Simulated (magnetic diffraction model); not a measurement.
## Solving a magnetic structure from powder neutron data: FeBiS₄

Space group Cmm2 (no. 35), a = 8.7340 Å, b = 8.7730 Å, c = 11.7920 Å.

| site | atom | x | y | z |
| --- | --- | --- | --- | --- |
| 2a | Bi | 0 | 0 | 0.6743 |
| 2b | Bi | 1/2 | 0 | 0.1552 |
| 2a | Bi | 0 | 0 | 0.3378 |
| 2b | Fe | 1/2 | 0 | 0.8246 |
| 2a | Fe | 0 | 0 | 0.9970 |
| 2b | Fe | 1/2 | 0 | 0.4996 |
| 4d | S | 0.6984 | 0 | 0.0059 |
| 4e | S | 1/2 | 0.3010 | 0.5005 |
| 4d | S | 0.3027 | 0 | 0.6638 |
| 4e | S | 1/2 | 0.6988 | 0.1693 |
| 4d | S | 0.7014 | 0 | 0.3284 |
| 4e | S | 1/2 | 0.3036 | 0.8341 |

The compound is invented for this exercise: a known structure type with other elements, its cell scaled to their sizes and not relaxed.

Only Fe is taken to order (form factors of Fe3+); orders and moment sizes are assumed, and not adapted to the symmetry. Radiation: neutrons of λ = 2.41 Å, 8° to 50°; isotropic B of 0.14 Å² (Bi), 0.28 Å² (Fe) and 0.3 Å² (S). Simulated constant-wavelength pattern: nuclear and magnetic terms add, the magnetic one as |2.695 fm × Σ f S⊥ exp(2πi Q·r) exp(−B s²)|², summed over all Q at one angle with the factor 1/(sin²θ cos θ). For collinear order S is the moment m, which repeats by lattice and centring translations R with the sign exp(−2πi k·R). Free-ion form factors, Sears's scattering lengths of 1992, no absorption; a label names one of the reflections at its angle. The strongest nuclear line in the range is 100, and lines under 0.2 are left out.

Above the ordering temperature:

| 2θ (°) | index | I |
| --- | --- | --- |
| 11.73 | (0 0 1) | 0.4 |
| 25.40 | (1 1 1) | 0.4 |
| 31.89 | (0 2 0) | 76.9 |
| 32.03 | (2 0 0) | 75.9 |
| 32.79 | (1 1 2) | 0.3 |
| 34.23 | (2 0 1) | 0.2 |
| 35.70 | (0 0 3) | 0.3 |
| 42.59 | (1 1 3) | 100.0 |
| 45.83 | (2 2 0) | 17.2 |
| 47.48 | (2 2 1) | 0.3 |
| 48.62 | (0 2 3) | 19.9 |
| 48.72 | (2 0 3) | 21.7 |

Below it (cell unchanged):

```tsv
2θ (°)	I
11.73	0.4
22.45	9.0
25.40	73.7
31.89	78.9
32.03	77.9
32.79	4.1
34.09	3.1
34.23	3.2
35.70	0.3
40.05	11.3
40.17	11.3
42.59	101.2
45.83	18.9
47.48	3.1
48.62	20.5
48.72	22.4
```

**Question.** Find the propagation vector, then choose among these models:
A. collinear moments along [001], 3.88 μB on Fe; signs + at (1/2, 0, 0.8246), − at (0, 0, 0.9970), − at (1/2, 0, 0.4996)
B. collinear moments along [110], 3.88 μB on Fe; signs + at (1/2, 0, 0.8246), − at (0, 0, 0.9970), − at (1/2, 0, 0.4996)
C. collinear moments along [001], 3.88 μB on Fe; signs + at (1/2, 0, 0.8246), − at (0, 0, 0.9970), + at (1/2, 0, 0.4996)
D. collinear moments along [110], 3.88 μB on Fe; signs + at (1/2, 0, 0.8246), − at (0, 0, 0.9970), + at (1/2, 0, 0.4996)

No line moves, and magnetic intensity falls on nuclear lines such as the one at 25.40°; new lines at (0 2 2) have whole indices that obey the lattice centring, at places with no nuclear intensity to speak of, so the magnetic cell equals the chemical primitive cell: k = 0.

Magnetic intensity, observed (below minus above) and for each model:

| 2θ (°) | index | observed | A | B | C | D |
| --- | --- | --- | --- | --- | --- | --- |
| 11.73 | (0 0 1) | <0.2 | <0.2 | 16.8 | <0.2 | 54.7 |
| 22.45 | (1 -1 0) | 8.9 | 8.9 | 4.5 | 80.4 | 40.2 |
| 23.59 | (0 0 2) | <0.2 | <0.2 | 29.3 | <0.2 | 3.8 |
| 25.40 | (1 1 1) | 73.3 | 73.3 | 56.8 | 11.0 | 8.6 |
| 32.79 | (1 1 2) | 3.9 | 3.9 | 6.2 | 9.9 | 15.8 |
| 35.70 | (0 0 3) | <0.2 | <0.2 | 1.6 | <0.2 | 14.1 |
| 40.05 | (0 2 2) | 11.2 | 11.2 | 11.8 | 1.5 | 1.5 |
| 40.17 | (2 0 2) | 11.2 | 11.2 | 11.8 | 1.4 | 1.5 |

Model A matches.

The absence at (0 0 1) is telling: Q lies along the moments there, so the part normal to Q vanishes.

The structure used: k = (0 0 0), collinear moments along [001], 3.88 μB on Fe; signs + at (1/2, 0, 0.8246), − at (0, 0, 0.9970), − at (1/2, 0, 0.4996).

[Logs are printed without paths, hosts, clocks, repeated set-up lines and the standing remarks that a program may print on its own settings, such as how far it seeks lower states.]
